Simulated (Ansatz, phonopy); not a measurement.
# Ta (Im-3m): phonons against volume, part 3 of 4

Which modes of Ta drive its thermal expansion?

Ansatz 0.2.0; DFT LDA, scalar-relativistic, plane waves, PAW; PAW set soft_1.

So far. Step 9 (A cell at another volume, V/V0 0.985): The run ends at a pressure of 3.38 GPa. Step 10 (Lattice dynamics at this volume, V/V0 0.985): No mode is imaginary beyond numerical noise at the solved wavevectors.

## (11) A cell at another volume, V/V0 1.03

Symmetry fixes every atom, so a single point at the scaled cell gives the energy and pressure of this member.

File input.yaml:

```yaml
crystal:
  lattice:
    - [-1.6430178586, 1.6430178586, 1.6430178586]
    - [1.6430178586, -1.6430178586, 1.6430178586]
    - [1.6430178586, 1.6430178586, -1.6430178586]
  atoms:
    - { symbol: Ta, position: [0.0, 0.0, 0.0] }
kpoints:
  mp_grid: { grid: [20, 20, 20] }
hamiltonian:
  xc: lda
  pseudopotentials: { kind: paw, azcp: { folder: soft_1 }, xc_functional: pbe }
scf:
  occupations: { method: methfessel_paxton, width: 0.2 }
  lower_state_search: "off"
output:
  forces: true
  stress: true
  eigenvalues: true
```

Started as:

```
$ ansatz run input.yaml --threads 8 --pin off --max-ram 16384MiB --backend cpu --events-out ev --progress --plain --runs-dir out
```

Numbers of over 12 decimals in the logs are rounded to 6 here.

Output:

```text
[...]
Crystal: 1 atoms, lattice volume = 17.741 Å³
Basis set: ecut = 420 eV, 369 PW (Γ)
Bands: 11, of which v1, the nominal top of the filled ones, is band 7 counted from 1 (6 counted from 0)
Symmetry: 48 space group operations
[...]
k-points: 256 of 8000
[...]
--- Band table (eV; the first three rows and the last of 256) ---
  k-point 0: bands = [... 3 lower, -14.4618, 10.5389, 19.1502, 19.1502, 19.1502, 22.4623, 22.4623, 33.2153]
  k-point 1: bands = [... 3 lower, -14.4620, 10.6536, 19.0757, 19.1308, 19.2621, 22.3366, 22.4620, 33.3198]
  k-point 2: bands = [... 3 lower, -14.4626, 10.9876, 18.8674, 19.0513, 19.5950, 22.0549, 22.4665, 33.5965]
  k-point 255: bands = [... 3 lower, -15.3292, 14.5739, 14.5739, 25.3887, 25.3887, 25.3887, 27.2702, 27.2702]
[key lines of the parts left out:]
SCF converged after 6 iterations
Free energy (F): -9683.351212 eV
Fermi energy:    18.449517 eV
P = ⅓ Tr σ = -6.1056 GPa (-61.056 kbar)
```

Wall time 0.52 s (8 threads of Arm Neoverse V2, shared host); peak memory 0.32 GiB; 2.5 s of CPU time.

The run ends at a pressure of -6.11 GPa.

## (12) Lattice dynamics at this volume, V/V0 1.03

Phonons at this volume give one point of F(V, T); meshes stay fixed along the series.

Changes to input.yaml since step 11:

```diff
@@ -16,4 +16,11 @@
 output:
-  forces: true
-  stress: true
   eigenvalues: true
+phonons:
+  method: dfpt
+  qmesh: [4, 4, 4]
+  temperatures: { t_max: 1000, t_step: 50 }
+  qpath:
+    path:
+      - [[0.0, 0.0, 0.0], [0.5, -0.5, 0.5], [0.0, 0.0, 0.5], [0.0, 0.0, 0.0], [0.25, 0.25, 0.25], [0.5, -0.5, 0.5]]
+      - [[0.25, 0.25, 0.25], [0.0, 0.0, 0.5]]
+    npoints: 10
```

Output:

```text
[...]
Crystal: 1 atoms, lattice volume = 17.741 Å³
Basis set: ecut = 420 eV, 369 PW (Γ), exchange–correlation on 40×40×40 points (8 copies of the dense FFT grid, shifted against one another)
Bands: 11, of which v1, the nominal top of the filled ones, is band 7 counted from 1 (6 counted from 0)
Symmetry: 48 space group operations
k-points: 256 of 8000
[...]
k-point 255: bands = [... 3 lower, -15.3292, 14.5739, 14.5739, 25.3887, 25.3887, 25.3887, 27.2702, 27.2702]
[...]
ASR residual: 4.699e-5 → 0.000e0 eV/Å²; symmetrization residual: 1.200e-13 eV/Å²
  ASR residual per site (eV/Å²): 4.70e-5
  Γ frequencies (cm⁻¹): 0.00 0.00 0.00
--- Phonons (arbitrary-q DFPT): 8 irreducible q on the 4×4×4 mesh ---
[...]
interpolated dispersion: 62 rows × 3 modes
[...]
[key lines of the parts left out:]
SCF converged after 7 iterations
Free energy (F): -9683.351212 eV
Fermi energy:    18.449515 eV
```

It took 60 s on 8 threads; peak memory 3.5 GiB; 6.9 min of CPU time.

No LO-TO term. The phonon branches at the labelled points (cm⁻¹):

```
    point  branch 1  branch 2  branch 3
        Γ         0         0         0
  halfway       101       101       141
        H       160       160       160
  halfway       102       136       151
        N        91       126       142
  halfway        62        74       110
        Γ         0         0         0
  halfway        60        60       138
        P       122       122       122
  halfway        97       132       132
        H       160       160       160
jump to P       122       122       122
  halfway        94       122       136
        N        91       126       142
```

The phonon branches as a text plot (rows in cm⁻¹):

```
    157 |         *******                               ***
    150 |          *  ** **                 **
    143 |     ** *      *  ***                *        **       *
    137 |    *    *      *    *            *   *      *     ****
    130 |       *      *  *    *                  ****     *   **
    123 |       **         ******               **     *   *  *
    117 |   *           *       *         *    *           ***
    110 |                        *               *    *
    103 |     **         *                    *   *         *
     97 |                         *      *         * *       *
     90 |                 *****              *      *         ***
     83 |  *                   *
     77 |                       ** *
     70 |    *                              *
     63 |                        *      *
     57 |                         * *      *
     50 |   *                     *       *
     43 | *
     37 |                          *   * *
     30 |                            *  *
     23 |  *                        *
     17 |                           ** *
     10 | *                          *
      3 |*                            *
         Γ           H       N        Γ         P        H|P    N
```

No mode is imaginary beyond numerical noise at the solved wavevectors.

## (13) A cell at another volume, V/V0 0.97

Symmetry fixes every atom, so a single point at the scaled cell gives the energy and pressure of this member.

input.yaml, the sections that differ from step 12:

```yaml
crystal:
  lattice:
    - [-1.6104742571, 1.6104742571, 1.6104742571]
    - [1.6104742571, -1.6104742571, 1.6104742571]
    - [1.6104742571, 1.6104742571, -1.6104742571]
  atoms:
    - { symbol: Ta, position: [0.0, 0.0, 0.0] }
output:
  forces: true
  stress: true
  eigenvalues: true
# kpoints, hamiltonian, scf: as in step 12
# phonons: removed
```

Output:

```text
[...]
Crystal: 1 atoms, lattice volume = 16.708 Å³
Basis set: ecut = 420 eV, 321 PW (Γ)
Bands: 11, of which v1, the nominal top of the filled ones, is band 7 counted from 1 (6 counted from 0)
Symmetry: 48 space group operations
[...]
k-points: 256 of 8000
[...]
--- Band table (eV; the first three rows and the last of 256) ---
  k-point 0: bands = [... 3 lower, -12.9159, 11.6306, 20.4534, 20.4534, 20.4534, 23.9868, 23.9868, 34.7628]
  k-point 1: bands = [... 3 lower, -12.9162, 11.7543, 20.3720, 20.4323, 20.5746, 23.8461, 23.9857, 34.8778]
  k-point 2: bands = [... 3 lower, -12.9171, 12.1138, 20.1448, 20.3458, 20.9349, 23.5349, 23.9886, 35.1859]
  k-point 255: bands = [... 3 lower, -13.9575, 15.5051, 15.5051, 27.2096, 27.2096, 27.2096, 29.1516, 29.1516]
[key lines of the parts left out:]
SCF converged after 6 iterations
Free energy (F): -9683.350246 eV
Fermi energy:    19.765608 eV
P = ⅓ Tr σ = 7.0090 GPa (70.090 kbar)
```

Elapsed: 0.51 s, on 8 threads; peak memory 0.32 GiB.

The run ends at a pressure of 7.01 GPa.

## (14) Phonons, V/V0 0.97

Phonons at this volume give one point of F(V, T); meshes stay fixed along the series.

Changes to input.yaml since step 13:

```diff
@@ -16,4 +16,11 @@
 output:
-  forces: true
-  stress: true
   eigenvalues: true
+phonons:
+  method: dfpt
+  qmesh: [4, 4, 4]
+  temperatures: { t_max: 1000, t_step: 50 }
+  qpath:
+    path:
+      - [[0.0, 0.0, 0.0], [0.5, -0.5, 0.5], [0.0, 0.0, 0.5], [0.0, 0.0, 0.0], [0.25, 0.25, 0.25], [0.5, -0.5, 0.5]]
+      - [[0.25, 0.25, 0.25], [0.0, 0.0, 0.5]]
+    npoints: 10
```

Output:

```text
[...]
Crystal: 1 atoms, lattice volume = 16.708 Å³
Basis set: ecut = 420 eV, 321 PW (Γ), exchange–correlation on 40×40×40 points (8 copies of the dense FFT grid, shifted against one another)
Bands: 11, of which v1, the nominal top of the filled ones, is band 7 counted from 1 (6 counted from 0)
Symmetry: 48 space group operations
k-points: 256 of 8000
[...]
k-point 255: bands = [... 3 lower, -13.9575, 15.5051, 15.5051, 27.2096, 27.2096, 27.2096, 29.1516, 29.1516]
[...]
ASR residual: 4.480e-5 → 0.000e0 eV/Å²; symmetrization residual: 4.169e-13 eV/Å²
  ASR residual per site (eV/Å²): 4.48e-5
  Γ frequencies (cm⁻¹): 0.00 0.00 0.00
--- Phonons (arbitrary-q DFPT): 8 irreducible q on the 4×4×4 mesh ---
[...]
interpolated dispersion: 62 rows × 3 modes
[...]
[key lines of the parts left out:]
SCF converged after 7 iterations
Free energy (F): -9683.350246 eV
Fermi energy:    19.765608 eV
```

Wall time 57 s (8 threads); peak memory 3.3 GiB.

No mode is imaginary beyond numerical noise at the solved wavevectors.

## (15) Single point at a scaled cell, V/V0 1.05

Symmetry fixes every atom, so a single point at the scaled cell gives the energy and pressure of this member.

input.yaml, the sections that differ from step 14:

```yaml
crystal:
  lattice:
    - [-1.6535841802, 1.6535841802, 1.6535841802]
    - [1.6535841802, -1.6535841802, 1.6535841802]
    - [1.6535841802, 1.6535841802, -1.6535841802]
  atoms:
    - { symbol: Ta, position: [0.0, 0.0, 0.0] }
output:
  forces: true
  stress: true
  eigenvalues: true
# kpoints, hamiltonian, scf: as in step 14
# phonons: removed
```

Output:

```text
[...]
Crystal: 1 atoms, lattice volume = 18.086 Å³
Basis set: ecut = 420 eV, 369 PW (Γ)
Bands: 11, of which v1, the nominal top of the filled ones, is band 7 counted from 1 (6 counted from 0)
Symmetry: 48 space group operations
[...]
k-points: 256 of 8000
[...]
--- Band table (eV; the first three rows and the last of 256) ---
  k-point 0: bands = [... 3 lower, -14.9413, 10.2062, 18.7454, 18.7454, 18.7454, 21.9882, 21.9882, 32.7337]
  k-point 1: bands = [... 3 lower, -14.9415, 10.3181, 18.6730, 18.7265, 18.8545, 21.8671, 21.9882, 32.8350]
  k-point 2: bands = [... 3 lower, -14.9420, 10.6445, 18.4705, 18.6493, 19.1790, 21.5944, 21.9931, 33.1020]
  k-point 255: bands = [... 3 lower, -15.7584, 14.2836, 14.2836, 24.8251, 24.8251, 24.8251, 26.6915, 26.6915]
[key lines of the parts left out:]
SCF converged after 6 iterations
Free energy (F): -9683.334129 eV
Fermi energy:    18.045586 eV
P = ⅓ Tr σ = -9.7291 GPa (-97.291 kbar)
```

Elapsed: 0.53 s, on 8 threads; peak memory 0.32 GiB.

The run ends at a pressure of -9.73 GPa.

## (16) Phonons, V/V0 1.05

The same q-mesh and k-mesh are kept at every volume, so that much of their error can cancel in the differences.

Changes to input.yaml since step 15:

```diff
@@ -16,4 +16,11 @@
 output:
-  forces: true
-  stress: true
   eigenvalues: true
+phonons:
+  method: dfpt
+  qmesh: [4, 4, 4]
+  temperatures: { t_max: 1000, t_step: 50 }
+  qpath:
+    path:
+      - [[0.0, 0.0, 0.0], [0.5, -0.5, 0.5], [0.0, 0.0, 0.5], [0.0, 0.0, 0.0], [0.25, 0.25, 0.25], [0.5, -0.5, 0.5]]
+      - [[0.25, 0.25, 0.25], [0.0, 0.0, 0.5]]
+    npoints: 10
```

Output:

```text
[...]
Crystal: 1 atoms, lattice volume = 18.086 Å³
Basis set: ecut = 420 eV, 369 PW (Γ), exchange–correlation on 40×40×40 points (8 copies of the dense FFT grid, shifted against one another)
Bands: 11, of which v1, the nominal top of the filled ones, is band 7 counted from 1 (6 counted from 0)
Symmetry: 48 space group operations
k-points: 256 of 8000
[...]
k-point 255: bands = [... 3 lower, -15.7584, 14.2836, 14.2836, 24.8251, 24.8251, 24.8251, 26.6915, 26.6915]
[...]
ASR residual: 4.199e-5 → 0.000e0 eV/Å²; symmetrization residual: 3.790e-13 eV/Å²
  ASR residual per site (eV/Å²): 4.20e-5
  Γ frequencies (cm⁻¹): 0.00 0.00 0.00
--- Phonons (arbitrary-q DFPT): 8 irreducible q on the 4×4×4 mesh ---
[...]
interpolated dispersion: 62 rows × 3 modes
[...]
[key lines of the parts left out:]
SCF converged after 7 iterations
Free energy (F): -9683.334129 eV
Fermi energy:    18.045584 eV
```

Wall time 60 s (8 threads); peak memory 3.5 GiB; 6.9 min of CPU time.

No LO-TO term. Phonon branches along the path, in cm⁻¹:

```
    point  branch 1  branch 2  branch 3
        Γ         0         0         0
  halfway        98        98       136
        H       154       154       154
  halfway        99       127       146
        N        89       117       140
  halfway        59        73       105
        Γ         0         0         0
  halfway        57        57       131
        P       117       117       117
  halfway        96       125       125
        H       154       154       154
jump to P       117       117       117
  halfway        91       118       127
        N        89       117       140
```

The phonon branches as a text plot (rows in cm⁻¹):

```
    151 |         *******                                **
    145 |          *  ** **                             *
    138 |     ** *         ****             ***        **       *
    132 |    *    *    **                  *          *        *
    125 |       *        *     *               *     * *    ***
    119 |       **        *******               *****      *   **
    112 |   *           *       *         *                ***
    106 |                        *             * *    *
    100 |     **         *                    *   *         *
     93 |                         *      *         ***       *
     87 |                 *****              *                ***
     80 |  *                   *
     74 |    *                  ** *
     67 |                                   *
     61 |                        *      *
     55 |                         * *      *
     48 |   *                     *       *
     42 | *
     35 |                          *   * *
     29 |                            *  *
     22 |  *                        *
     16 |                           ** *
     10 | *                          *
      3 |*                            *
         Γ           H       N        Γ         P        H|P    N
```

No mode is imaginary beyond numerical noise at the solved wavevectors.

## (17) How the modes move with volume

This step: DFT LDA, scalar-relativistic, plane waves, PAW; PAW set soft_1 (phonopy 4.10.0).

Numbers from this step:

```yaml
share_of_modes_with_a_negative_grueneisen_parameter: 0
```

Mean Grüneisen, by row:

```
T (K)  heat-capacity-weighted mean  root mean square
   50                        1.667             1.742
  100                        1.767             1.852
  200                        1.799             1.885
  300                        1.805             1.891
  500                        1.808             1.894
  800                        1.809             1.896
```

Table of mean mode Grueneisen parameter by wavenumber:

```
wavenumber (cm⁻¹)  mean mode Grueneisen parameter
              2.8                               -
              8.4                            1.73
             14.1                            1.75
             19.7                            1.61
             25.3                             1.5
             31.0                            1.57
             36.6                            1.43
             42.2                            1.49
             47.9                            1.51
             53.5                            1.52
             59.1                            1.44
             64.8                            1.57
             70.4                            1.48
             76.0                            1.59
             81.7                            1.43
             87.3                            1.41
             92.9                            1.34
             98.6                            1.28
            104.2                             1.4
            109.8                            1.46
            115.5                            1.49
            121.1                            1.61
            126.7                             1.8
            132.4                             1.8
            138.0                            2.08
            143.6                            2.36
            149.3                            2.37
            154.9                            2.39
            160.5                            2.15
            166.2                            1.84
```

(Part 3 of 4 ends here.)

[Logs are printed without paths, hosts, clocks, repeated set-up lines and the standing remarks that a program may print on its own settings, such as how far it seeks lower states.]

[Hosts, paths, dates, database ids (printed as entryN), source tags and the programs' standing remarks are cut or masked in the printed files.]

[A step with changed settings may run another functional than the one named; its input shows which.]

[Of the runs on displaced cells, only some may be shown.]
